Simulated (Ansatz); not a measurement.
# SrTiO3 (I4/mcm): a band-gap study from PBE to G0W0 at the band limit, part 2 of 2

Wanted: the gap of SrTiO3 (I4/mcm) by functionals, hybrids and G0W0, carried to the basis limit, with what remains uncertain.

Ansatz 0.2.0; density functionals, hybrids, G0W0, plane waves, PAW. Known limits of the many-body steps: not at the basis limit; no spin-orbit coupling.

So far. Step 9 (G0W0, 4×4×4 mesh, 1991 empty bands, screening to 380 …): Against the run with 4×4×4 mesh, 1192 empty bands, screening to 270 eV, hard PAW files, the gap moves by +0.03 eV.

In doubt: masses and optical values from hybrid runs of this build are listed as unsure (steps 11, 12), which bears on the screening that GW takes from such a start; the elements are of a kind flagged for part-filled d or f shells, though by formal charges that shell is empty here, so the flag may not apply.

**10. G0W0@PBE, 6×6×6 mesh, 310 empty bands, screening to 110 eV, hard PAW files**

Only the mesh changes. It samples the long-range screening, which converges on its own terms. Bands and cutoff differ from the step before, so it is read against an earlier run that matches them.

File input.yaml:

```yaml
crystal:
  lattice:
    - [-2.7555, 2.7555, 3.898]
    - [2.7555, -2.7555, 3.898]
    - [2.7555, 2.7555, -3.898]
  atoms:
    - { symbol: Sr, position: [0.75, 0.25, 0.5] }
    - { symbol: Sr, position: [0.25, 0.75, 0.5] }
    - { symbol: Ti, position: [0.0, 0.0, 0.0] }
    - { symbol: Ti, position: [0.5, 0.5, 0.0] }
    - { symbol: O, position: [0.25, 0.25, 0.0] }
    - { symbol: O, position: [0.75, 0.75, 0.0] }
    - { symbol: O, position: [0.7451, 0.2451, 0.9902] }
    - { symbol: O, position: [0.2451, 0.2549, 0.5] }
    - { symbol: O, position: [0.2549, 0.7549, 0.0098] }
    - { symbol: O, position: [0.7549, 0.7451, 0.5] }
kpoints:
  mp_grid: { grid: [6, 6, 6] }
hamiltonian:
  xc: pbe
  pseudopotentials: { kind: paw, source: ansatz }
scf:
  occupations: { method: fixed }
gw:
  n_empty_bands: 310
  ecut_chi: 110.0
  qp_bands: [v3, c3]
  qp_kpoints: band_edges
  screening: { model: contour_deformation }
```

Started as:

```console
$ ansatz run input.yaml --threads 4 --pin off --max-ram 138240MiB --backend cuda --events-out ev --progress --plain --runs-dir out --devices 1 --max-vram 26GiB
```

Wall time 4.1 min (1 × NVIDIA H100 80GB HBM3 (shared by 3 runs) with 4 threads of AMD EPYC 7R13 (Zen 3), shared host); peak memory 3.3 GiB.

Numbers from this step:

```
bands summed                                 : 350
RPA ε∞ on this mesh (eigenvalues)            : 6.011, 6.011, 6.012
plane waves in the screening matrix          : 331
G0W0 gap on the mesh                         : 3.446 eV
k of the valence top                         : 0, 0, 0
k of the conduction bottom                   : 0, 0, 0
starting gap on the mesh                     : 1.897 eV
least direct G0W0 gap on the computed points : 3.446 eV
```

Against the run with 4×4×4 mesh, 310 empty bands, screening to 110 eV, hard PAW files, the gap moves by +0.004 eV.

**11. G0W0@HSE06, 4×4×4 mesh, 704 empty bands, screening to 190 eV, hard PAW files**

One-shot GW remembers its start. Another functional's orbitals and levels show by how much. Bands and cutoff differ from the step before, so it is read against an earlier run that matches them.

This step: G0W0 on HSE06, plane waves, PAW.

Edit input.yaml of step 10 so:

```diff
@@ -17,5 +17,5 @@
 kpoints:
-  mp_grid: { grid: [6, 6, 6] }
+  mp_grid: { grid: [4, 4, 4] }
 hamiltonian:
-  xc: pbe
+  xc: hse06
   pseudopotentials: { kind: paw, source: ansatz }
@@ -24,4 +24,4 @@
 gw:
-  n_empty_bands: 310
-  ecut_chi: 110.0
+  n_empty_bands: 704
+  ecut_chi: 190.0
   qp_bands: [v3, c3]
```

It took 2.9 min on 1 × NVIDIA H100 80GB HBM3 (shared by 3 runs) with 4 threads; peak memory 4.4 GiB; 5.3 min of CPU time.

This step gave:

| Quantity | Value |
| --- | --- |
| bands summed | 744 |
| RPA ε∞ on this mesh (eigenvalues) | 4.411, 4.411, 4.411 |
| plane waves in the screening matrix | 725 |
| G0W0 gap on the mesh | 3.820 eV |
| k of the valence top | 0, 0, 0 |
| k of the conduction bottom | 0, 0, 0 |
| starting gap on the mesh | 3.354 eV |
| least direct G0W0 gap on the computed points | 3.820 eV |

Against the run with 4×4×4 mesh, 704 empty bands, screening to 190 eV, hard PAW files on PBE, the gap moves by +0.33 eV, while the start moved by +1.46 eV.

**12. G0W0@PBE0, 4×4×4 mesh, 704 empty bands, screening to 190 eV, hard PAW files**

This step: G0W0 on PBE0, plane waves, PAW.

Edit input.yaml of step 11 so:

```diff
@@ -19,3 +19,3 @@
 hamiltonian:
-  xc: hse06
+  xc: pbe0
   pseudopotentials: { kind: paw, source: ansatz }
```

It took 3.4 min on 1 × NVIDIA H100 80GB HBM3 (shared by 3 runs) with 4 threads; peak memory 4.3 GiB.

Numbers from this step:

* bands summed: 744
* RPA ε∞ on this mesh (eigenvalues): 4.108, 4.108, 4.108
* plane waves in the screening matrix: 725
* G0W0 gap on the mesh: 4.083 eV
* k of the valence top: 0, 0, 0
* k of the conduction bottom: 0, 0, 0
* starting gap on the mesh: 4.099 eV
* least direct G0W0 gap on the computed points: 4.083 eV

Against the run with 4×4×4 mesh, 704 empty bands, screening to 190 eV, hard PAW files on HSE06, the gap moves by +0.26 eV, while the start moved by +0.75 eV.

**13. The ladder**

Times are wall times on 1 × NVIDIA H100 80GB HBM3 (shared by 3 runs) with 4 threads of AMD EPYC 7R13 (Zen 3), shared host, good to a factor of about two. G0W0 rows are gaps on the mesh, lowered by the amount that the mesh misses the start's edges, a rough step that assumes the same correction there.

| level | gap (eV) | least direct gap (eV) | time |
| --- | --- | --- | --- |
| PBE | 1.91 | 1.91 | 7.3 s |
| PBE+SOC | 1.89 | 1.89 | 8.7 s |
| HSE06 | 3.36 | 3.36 | 20 s |
| HSE06+SOC | 3.35 | 3.35 | 82 s |
| G0W0@PBE (310 empty bands, hard PAW) | 3.44 | - | 34 s |
| G0W0@PBE (704 empty bands, hard PAW) | 3.49 | - | 69 s |
| G0W0@PBE (1192 empty bands, hard PAW) | 3.53 | - | 2 min |
| G0W0@PBE (1991 empty bands, hard PAW) | 3.56 | - | 4.5 min |
| G0W0@PBE (310 empty bands, 6×6×6, hard PAW) | 3.45 | - | 4.1 min |
| G0W0@HSE06 (704 empty bands, hard PAW) | 3.82 | - | 2.9 min |
| G0W0@PBE0 (704 empty bands, hard PAW) | 4.08 | - | 3.4 min |

**14. Adding up the best estimate**

| term | eV | running total (eV) |
| --- | --- | --- |
| G0W0 on the mesh, top rung | 3.559 | 3.559 |
| to the limit, by a line in one over the bands through the two top rungs | +0.046 | 3.605 |
| shift on 6×6×6 less that on 4×4×4 | +0.002 | 3.606 |
| spin-orbit change, from PBE | −0.016 | 3.591 |

Changes that are not added in, each against a run with equal bands and cutoff:

| change | eV |
| --- | --- |
| start HSE06 | +0.33 |
| start PBE0 | +0.59 |

**15. What came out**

```yaml
pbe_gap: 1.91 eV, direct
hse06: 3.36 eV
g0w0_top_rung_on_the_mesh: 3.56 eV
best_estimate_g0w0_pbe_with_spin_orbit_change: 3.59 eV
gw_settings_of_the_top_rung: 4×4×4 mesh, 1991 empty bands, screening to 380 eV, hard PAW files
known_limits: one-shot GW, static lattice
```

What this shows: The best estimate for G0W0@PBE is 3.59 eV, direct on the mesh, against 1.89 eV at the start (both with spin-orbit coupling). The pair of rungs below gives a limit −0.01 eV away. Of the changes left open the largest, +0.59 eV, comes from starting at PBE0. Among the functionals HSE06 comes nearest: −0.24 eV from the estimate without its spin-orbit term (3.61 eV). All runs took 21 min, 90 % of it in G0W0.

[Paths, hosts, dates, memory and timing lines, banners, echoed tables and standing remarks are left out of the program output.]

[Logs are printed without paths, hosts, clocks, repeated set-up lines and the standing remarks that a program may print on its own settings, such as how far it seeks lower states.]

[Runs of the session that timed out or met a known fault of the program may be left out.]

[Cells called generated may have been cut or substituted from an entry of the Crystallography Open Database or the Materials Project.]

[Hosts, paths, dates, database ids (printed as entryN), source tags and the programs' standing remarks are cut or masked in the printed files.]
